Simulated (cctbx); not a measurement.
**Li2SmSi with cctbx, script by script**

Library: cctbx 2025.11. The data are simulated by the first script.

## 1. Simulate the data

run.py:

```python
from cctbx import adptbx, crystal, miller, sgtbx, xray
from cctbx.array_family import flex
from iotbx.shelx import hklf
from scitbx import matrix
import scitbx.random

cs = crystal.symmetry(unit_cell=(4.724, 4.724, 7.446, 90, 90, 120), space_group_symbol='Hall: -P 6c 2c')  # P6_3/mmc
atoms = [  # label, site, U (iso, or U11 U22 U33 U12 U13 U23 in A^2), occupancy
    ("Sm1", (0, 0, 0.5), (0.0082, 0.0082, 0.0071, 0.0041, 0.0000, -0.0000), 1),
    ("Si1", (2/3, 1/3, 0.25), (0.0121, 0.0121, 0.0450, 0.0060, -0.0000, -0.0000), 1),
    ("Li1", (1/3, 2/3, 0.1063), (0.0174, 0.0174, 0.0173, 0.0087, 0.0000, -0.0000), 1),
]
xs = xray.structure(crystal_symmetry=cs)
for label, site, u, occ in atoms:
    u = adptbx.u_cif_as_u_star(cs.unit_cell(), u) if isinstance(u, tuple) else u
    xs.add_scatterer(xray.scatterer(label, site=site, u=u, occupancy=occ))
xs.set_inelastic_form_factors(1.54184, "sasaki")
xs.show_summary()
p1 = xs.expand_to_p1()
ms = miller.build_set(p1, anomalous_flag=True, d_min=0.83)
flex.set_random_seed(882092)
scitbx.random.set_random_seed(882092)
ms = ms.select(flex.random_double(ms.size()) < 0.8)
i = ms.structure_factors_from_scatterers(p1, algorithm="direct").f_calc().as_intensity_array().data()
i = i * 40000 / flex.max(i)
sig = flex.sqrt(i + flex.pow2(0.02 * i) + 2 ** 2)
noise = scitbx.random.variate(scitbx.random.normal_distribution())(i.size())
data = ms.array(data=i + sig * noise, sigmas=sig).set_observation_type_xray_intensity()
with open("data.hkl", "w") as f:
    data.export_as_shelx_hklf(f)
print("reflections written:", data.size(), " <I/sigma> = %.1f" % flex.mean(data.data() / data.sigmas()))
for h, a, b in list(data.sort("data"))[:12]:
    print("%4d%4d%4d %9.1f %7.1f" % (h + (a, b)))
```

```console
$ python run.py
```

```text
Number of scatterers: 3
At special positions: 3
Unit cell: (4.724, 4.724, 7.446, 90, 90, 120)
Space group: P 63/m m c (No. 194)
reflections written: 852  <I/sigma> = 26.6
  -1  -1   0   40532.2   824.6
  -2   1   0   40482.2   824.6
  -1   2   0   39631.2   824.6
   2  -1   0   38863.6   824.6
   1   1   0   38515.3   824.6
  -1   1   2   33377.8   673.6
  -1   0   2   33155.7   673.6
   1  -1  -2   32809.0   673.6
   0   1   2   32735.4   673.6
   1   0  -2   32615.9   673.6
   0  -1   2   32551.8   673.6
   0   1  -2   31987.8   673.6
```

Run time: 0.2 s on 1 thread of Arm Neoverse V2, with other jobs on the host, peak memory 0.07 GiB.

## 2. Refinement (right model, isotropic)

run.py:

```python
import math
from cctbx import adptbx, crystal, maptbx, sgtbx, xray
from cctbx.array_family import flex
from cctbx.xray import observations
from iotbx.shelx import hklf
from scitbx.lstbx import normal_eqns_solving
from smtbx import absolute_structure, utils
from smtbx.refinement import constraints, least_squares

cs = crystal.symmetry(unit_cell=(4.724, 4.724, 7.446, 90, 90, 120), space_group_symbol='Hall: -P 6c 2c')  # P6_3/mmc
atoms = [  # label, site, U (iso, or U11 U22 U33 U12 U13 U23 in A^2), occupancy
    ("Sm1", (0, 0, 0.5), 0.0200, 1),
    ("Si1", (2/3, 1/3, 0.25), 0.0200, 1),
    ("Li1", (1/3, 2/3, 0.0952), 0.0200, 1),
]
xs = xray.structure(crystal_symmetry=cs)
for label, site, u, occ in atoms:
    u = adptbx.u_cif_as_u_star(cs.unit_cell(), u) if isinstance(u, tuple) else u
    xs.add_scatterer(xray.scatterer(label, site=site, u=u, occupancy=occ))
xs.set_inelastic_form_factors(1.54184, "sasaki")
raw = hklf.reader(file_name="data.hkl").as_miller_arrays(crystal_symmetry=cs, anomalous=True)[0]
merged = raw.eliminate_sys_absent().merge_equivalents()
fo2 = merged.array().set_observation_type_xray_intensity()
print("Rint %.3f, %d unique reflections to %.2f A" % (merged.r_int(), fo2.size(), fo2.d_min()))
for sc in xs.scatterers():
    sc.flags.set_grad_site(True)
    sc.flags.set_grad_u_aniso(sc.flags.use_u_aniso())
    sc.flags.set_grad_u_iso(sc.flags.use_u_iso())
obs = fo2.as_xray_observations()
extra = {}
rep = constraints.reparametrisation(xs, [], utils.connectivity_table(xs), **extra)
ls = least_squares.crystallographic_ls(obs, rep, weighting_scheme=least_squares.mainstream_shelx_weighting(a=0, b=0))
print("cycle     R1     wR2    GooF  max shift (A)")
for cycle in range(8):
    ls.build_up()
    r1, wr2, goof = ls.r1_factor(cutoff_factor=2)[0], ls.wR2(), ls.goof()
    old = xs.sites_cart()
    normal_eqns_solving.levenberg_marquardt_iterations(ls, n_max_iterations=3, tau=1e-06, step_threshold=1e-7)
    big = flex.max((xs.sites_cart() - old).norms())
    print("%4d %7.4f %7.4f %7.3f %9.5f" % (cycle + 1, r1, wr2, goof, big))
    ls.build_up(objective_only=True)
    if abs(ls.wR2() - wr2) < 5e-5 and big < 5e-4:
        break
ls.build_up()
print("final R1 %.4f wR2 %.4f GooF %.3f  parameters %d  data/parameter %.1f" % (ls.r1_factor(cutoff_factor=2)[0], ls.wR2(), ls.goof(), ls.n_parameters, fo2.size() / ls.n_parameters))
cov = ls.covariance_matrix_and_annotations()
su = dict(zip(cov.annotations, (math.sqrt(max(v, 0)) for v in cov.matrix.matrix_packed_u_diagonal())))
a2 = cs.unit_cell().reciprocal_parameters()[0] ** -2
print("atom        x        y        z      Ueq    occ   su(xyz)  su(Uiso or U11)")
for sc in xs.scatterers():
    s = max(su.get(sc.label + k, 0) for k in (".x", ".y", ".z"))
    npd = "" if sc.is_positive_definite_u(cs.unit_cell()) else "  NPD"
    print("%-5s %8.5f %8.5f %8.5f %8.4f %6.3f %8.5f %7.4f%s" % ((sc.label,) + sc.site + (sc.u_iso_or_equiv(cs.unit_cell()), sc.occupancy, s, su.get(sc.label + ".uiso", su.get(sc.label + ".u11", 0) * a2), npd)))
fo = fo2.f_sq_as_f()
fc = fo.structure_factors_from_scatterers(xs, algorithm="direct").f_calc()
diff = fo.f_obs_minus_f_calc(1 / math.sqrt(ls.scale_factor()), fc).average_bijvoet_mates()
m = diff.fft_map(symmetry_flags=maptbx.use_space_group_symmetry, resolution_factor=0.25).apply_volume_scaling()
print("difference map: max %.2f min %.2f rms %.2f" % (m.statistics().max(), m.statistics().min(), m.statistics().sigma()))
peaks = m.peak_search(parameters=maptbx.peak_search_parameters(min_distance_sym_equiv=0.6, max_clusters=6)).all()
near = xs.closest_distances(peaks.sites(), distance_cutoff=4)
sps = cs.special_position_settings(min_distance_sym_equiv=0.5)
for k, (x, h) in enumerate(zip(peaks.sites(), peaks.heights())):
    ss = sps.site_symmetry(x)
    print("Q%-3d %7.4f %7.4f %7.4f %4d %7.2f  %.2f A from %s" % ((k + 1,) + tuple(t % 1 for t in ss.exact_site()) + (ss.multiplicity(), h, near.smallest_distances[k], xs.scatterers()[near.i_seqs[k]].label)))
```

```console
$ python run.py
```

```text
Rint 0.017, 69 unique reflections to 0.84 A
cycle     R1     wR2    GooF  max shift (A)
   1  0.0985  0.2655  29.778   0.05117
   2  0.0216  0.0779   8.739   0.00017
final R1 0.0216 wR2 0.0779 GooF 8.739  parameters 4  data/parameter 17.2
atom        x        y        z      Ueq    occ   su(xyz)  su(Uiso or U11)
Sm1    0.00000  0.00000  0.50000   0.0079  1.000  0.00000  0.0006
Si1    0.66667  0.33333  0.25000   0.0240  1.000  0.00000  0.0014
Li1    0.33333  0.66667  0.10210   0.0059  1.000  0.00264  0.0035
difference map: max 2.81 min -1.43 rms 0.23
Q1    0.3333  0.6667  0.6801    4    2.98  0.52 A from Si1
Q2    0.0000  0.0000  0.0000    2    0.59  0.00 A from Sm1
Q3    0.0000  0.0000  0.1551    4    0.46  1.15 A from Sm1
Q4    0.0533  0.5266  0.7500    6    0.41  1.15 A from Si1
Q5    0.3333  0.6667  0.1898    4    0.37  0.65 A from Li1
Q6    0.0833  0.4167  0.7500   12    0.33  1.18 A from Si1
```

Time: 0.33 s.

Figures of merit this high mean that the model is still wrong or incomplete.

## 3. Refinement (right model, anisotropic)

run.py, as its changes from the last script of this kind:

```diff
@@ -12,3 +12,3 @@
-    ("Sm1", (0, 0, 0.5), 0.0200, 1),
-    ("Si1", (2/3, 1/3, 0.25), 0.0200, 1),
-    ("Li1", (1/3, 2/3, 0.0952), 0.0200, 1),
+    ("Sm1", (0, 0, 0.5), 0.0079, 1),
+    ("Si1", (2/3, 1/3, 0.25), 0.0240, 1),
+    ("Li1", (1/3, 2/3, 0.1021), 0.0059, 1),
@@ -20,0 +21 @@
+xs.convert_to_anisotropic()
```

```console
$ python run.py
```

```text
Rint 0.017, 69 unique reflections to 0.84 A
cycle     R1     wR2    GooF  max shift (A)
   1  0.0216  0.0779   8.948   0.02760
   2  0.0038  0.0081   0.928   0.00001
final R1 0.0038 wR2 0.0081 GooF 0.928  parameters 7  data/parameter 9.9
atom        x        y        z      Ueq    occ   su(xyz)  su(Uiso or U11)
Sm1    0.00000  0.00000  0.50000   0.0078  1.000  0.00000  0.0001
Si1    0.66667  0.33333  0.25000   0.0232  1.000  0.00000  0.0002
Li1    0.33333  0.66667  0.10581   0.0174  1.000  0.00038  0.0008
difference map: max 0.13 min -0.13 rms 0.04
Q1    0.0000  0.0000  0.1637    4    0.13  1.22 A from Sm1
Q2    0.3333  0.6667  0.0003    4    0.13  0.79 A from Li1
Q3    0.1857  0.3714  0.9993   12    0.11  1.44 A from Li1
Q4    0.9970  0.2775  0.1106   24    0.11  1.55 A from Sm1
Q5    0.9874  0.4937  0.1085   12    0.06  1.42 A from Li1
Q6    0.2423  0.4846  0.1325   12    0.05  0.77 A from Li1
```

Time: 0.35 s.

## 4. Refinement

run.py, as its changes from the last script of this kind:

```diff
@@ -20 +20 @@
-xs.set_inelastic_form_factors(1.54184, "sasaki")
+# no anomalous dispersion
@@ -35 +35 @@
-for cycle in range(8):
+for cycle in range(12):
```

```console
$ python run.py
```

```text
Rint 0.017, 69 unique reflections to 0.84 A
cycle     R1     wR2    GooF  max shift (A)
   1  0.0275  0.0967  11.110   0.01640
   2  0.0098  0.0316   3.634   0.00000
final R1 0.0098 wR2 0.0316 GooF 3.634  parameters 7  data/parameter 9.9
atom        x        y        z      Ueq    occ   su(xyz)  su(Uiso or U11)
Sm1    0.00000  0.00000  0.50000   0.0085  1.000  0.00000  0.0003
Si1    0.66667  0.33333  0.25000   0.0171  1.000  0.00000  0.0007
Li1    0.33333  0.66667  0.10430   0.0131  1.000  0.00145  0.0031
difference map: max 0.65 min -1.25 rms 0.12
Q1    0.3333  0.6667  0.6765    4    0.68  0.55 A from Si1
Q2    0.2056  0.6028  0.7500    6    0.48  0.52 A from Si1
Q3    0.3333  0.6667  0.0007    4    0.45  0.77 A from Li1
Q4    0.3333  0.6667  0.1557    4    0.25  0.38 A from Li1
Q5    0.0004  0.5002  0.1451   12    0.15  1.40 A from Li1
Q6    0.0000  0.0000  0.1500    4    0.15  1.12 A from Sm1
```

Time: 0.35 s.

This run holds a fault made on purpose: anomalous dispersion left out.

## 5. Refinement

run.py, as its changes from the last script of this kind:

```diff
@@ -14 +13,0 @@
-    ("Li1", (1/3, 2/3, 0.1021), 0.0059, 1),
@@ -20 +19 @@
-# no anomalous dispersion
+xs.set_inelastic_form_factors(1.54184, "sasaki")
```

```console
$ python run.py
```

```text
Rint 0.017, 69 unique reflections to 0.84 A
cycle     R1     wR2    GooF  max shift (A)
   1  0.0482  0.2010  22.552   0.00000
   2  0.0438  0.1430  16.038   0.00000
final R1 0.0438 wR2 0.1430 GooF 16.038  parameters 4  data/parameter 17.2
atom        x        y        z      Ueq    occ   su(xyz)  su(Uiso or U11)
Sm1    0.00000  0.00000  0.50000   0.0074  1.000  0.00000  0.0013
Si1    0.66667  0.33333  0.25000   0.0272  1.000  0.00000  0.0032
difference map: max 6.41 min -0.72 rms 0.44
Q1    0.3333  0.6667  0.1065    4    6.44  2.65 A from Si1
Q2    0.3333  0.6667  0.7500    2    2.46  0.00 A from Si1
Q3    0.0000  0.0000  0.0000    2    1.25  0.00 A from Sm1
Q4    0.0318  0.5159  0.0747   12    0.29  1.98 A from Si1
Q5    0.2745  0.5489  0.2500    6    0.22  2.52 A from Si1
Q6    0.0933  0.4147  0.1663   24    0.19  1.96 A from Si1
```

Time: 0.35 s.

This run holds a fault made on purpose: atom left out: Li1.

## 6. Refinement

run.py:

```python
import math
from cctbx import adptbx, crystal, maptbx, sgtbx, xray
from cctbx.array_family import flex
from cctbx.xray import observations
from iotbx.shelx import hklf
from scitbx.lstbx import normal_eqns_solving
from smtbx import absolute_structure, utils
from smtbx.refinement import constraints, least_squares

cs = crystal.symmetry(unit_cell=(4.724, 4.724, 7.446, 90, 90, 120), space_group_symbol='Hall: -P 6c 2c')  # P6_3/mmc
atoms = [  # label, site, U (iso, or U11 U22 U33 U12 U13 U23 in A^2), occupancy
    ("Sm1", (0, 0, 0.5), 0.0079, 1),
    ("Si1", (2/3, 1/3, 0.25), 0.0240, 1),
]
xs = xray.structure(crystal_symmetry=cs)
for label, site, u, occ in atoms:
    u = adptbx.u_cif_as_u_star(cs.unit_cell(), u) if isinstance(u, tuple) else u
    xs.add_scatterer(xray.scatterer(label, site=site, u=u, occupancy=occ))
xs.set_inelastic_form_factors(1.54184, "sasaki")
xs.convert_to_anisotropic()
raw = hklf.reader(file_name="data.hkl").as_miller_arrays(crystal_symmetry=cs, anomalous=True)[0]
merged = raw.eliminate_sys_absent().merge_equivalents()
fo2 = merged.array().set_observation_type_xray_intensity()
print("Rint %.3f, %d unique reflections to %.2f A" % (merged.r_int(), fo2.size(), fo2.d_min()))
for sc in xs.scatterers():
    sc.flags.set_grad_site(True)
    sc.flags.set_grad_u_aniso(sc.flags.use_u_aniso())
    sc.flags.set_grad_u_iso(sc.flags.use_u_iso())
obs = fo2.as_xray_observations()
extra = {}
rep = constraints.reparametrisation(xs, [], utils.connectivity_table(xs), **extra)
ls = least_squares.crystallographic_ls(obs, rep, weighting_scheme=least_squares.mainstream_shelx_weighting(a=0, b=0))
print("cycle     R1     wR2    GooF  max shift (A)")
for cycle in range(12):
    ls.build_up()
    r1, wr2, goof = ls.r1_factor(cutoff_factor=2)[0], ls.wR2(), ls.goof()
    old = xs.sites_cart()
    normal_eqns_solving.levenberg_marquardt_iterations(ls, n_max_iterations=3, tau=1e-06, step_threshold=1e-7)
    big = flex.max((xs.sites_cart() - old).norms())
    print("%4d %7.4f %7.4f %7.3f %9.5f" % (cycle + 1, r1, wr2, goof, big))
    ls.build_up(objective_only=True)
    if abs(ls.wR2() - wr2) < 5e-5 and big < 5e-4:
        break
ls.build_up()
print("final R1 %.4f wR2 %.4f GooF %.3f  parameters %d  data/parameter %.1f" % (ls.r1_factor(cutoff_factor=2)[0], ls.wR2(), ls.goof(), ls.n_parameters, fo2.size() / ls.n_parameters))
cov = ls.covariance_matrix_and_annotations()
su = dict(zip(cov.annotations, (math.sqrt(max(v, 0)) for v in cov.matrix.matrix_packed_u_diagonal())))
a2 = cs.unit_cell().reciprocal_parameters()[0] ** -2
print("atom        x        y        z      Ueq    occ   su(xyz)  su(Uiso or U11)")
for sc in xs.scatterers():
    s = max(su.get(sc.label + k, 0) for k in (".x", ".y", ".z"))
    npd = "" if sc.is_positive_definite_u(cs.unit_cell()) else "  NPD"
    print("%-5s %8.5f %8.5f %8.5f %8.4f %6.3f %8.5f %7.4f%s" % ((sc.label,) + sc.site + (sc.u_iso_or_equiv(cs.unit_cell()), sc.occupancy, s, su.get(sc.label + ".uiso", su.get(sc.label + ".u11", 0) * a2), npd)))
fo = fo2.f_sq_as_f()
fc = fo.structure_factors_from_scatterers(xs, algorithm="direct").f_calc()
diff = fo.f_obs_minus_f_calc(1 / math.sqrt(ls.scale_factor()), fc).average_bijvoet_mates()
m = diff.fft_map(symmetry_flags=maptbx.use_space_group_symmetry, resolution_factor=0.25).apply_volume_scaling()
print("difference map: max %.2f min %.2f rms %.2f" % (m.statistics().max(), m.statistics().min(), m.statistics().sigma()))
peaks = m.peak_search(parameters=maptbx.peak_search_parameters(min_distance_sym_equiv=0.6, max_clusters=6)).all()
near = xs.closest_distances(peaks.sites(), distance_cutoff=4)
sps = cs.special_position_settings(min_distance_sym_equiv=0.5)
for k, (x, h) in enumerate(zip(peaks.sites(), peaks.heights())):
    ss = sps.site_symmetry(x)
    print("Q%-3d %7.4f %7.4f %7.4f %4d %7.2f  %.2f A from %s" % ((k + 1,) + tuple(t % 1 for t in ss.exact_site()) + (ss.multiplicity(), h, near.smallest_distances[k], xs.scatterers()[near.i_seqs[k]].label)))
```

```console
$ python run.py
```

```text
Rint 0.017, 69 unique reflections to 0.84 A
cycle     R1     wR2    GooF  max shift (A)
   1  0.0482  0.2010  22.552   0.00000
   2  0.0438  0.1430  16.038   0.00000
final R1 0.0438 wR2 0.1430 GooF 16.038  parameters 4  data/parameter 17.2
atom        x        y        z      Ueq    occ   su(xyz)  su(Uiso or U11)
Sm1    0.00000  0.00000  0.50000   0.0074  1.000  0.00000  0.0013
Si1    0.66667  0.33333  0.25000   0.0272  1.000  0.00000  0.0032
difference map: max 6.41 min -0.72 rms 0.44
Q1    0.3333  0.6667  0.1065    4    6.44  2.65 A from Si1
Q2    0.3333  0.6667  0.7500    2    2.46  0.00 A from Si1
Q3    0.0000  0.0000  0.0000    2    1.25  0.00 A from Sm1
Q4    0.0318  0.5159  0.0747   12    0.29  1.98 A from Si1
Q5    0.2745  0.5489  0.2500    6    0.22  2.52 A from Si1
Q6    0.0933  0.4147  0.1663   24    0.19  1.96 A from Si1
```

It took 0.34 s on 1 thread of Arm Neoverse V2, with other jobs on the host, peak memory 0.09 GiB.

This run holds a fault made on purpose: atom left out: Li1.

[Logs are printed without paths, hosts, clocks, repeated set-up lines and the standing remarks that a program may print on its own settings, such as how far it seeks lower states.]
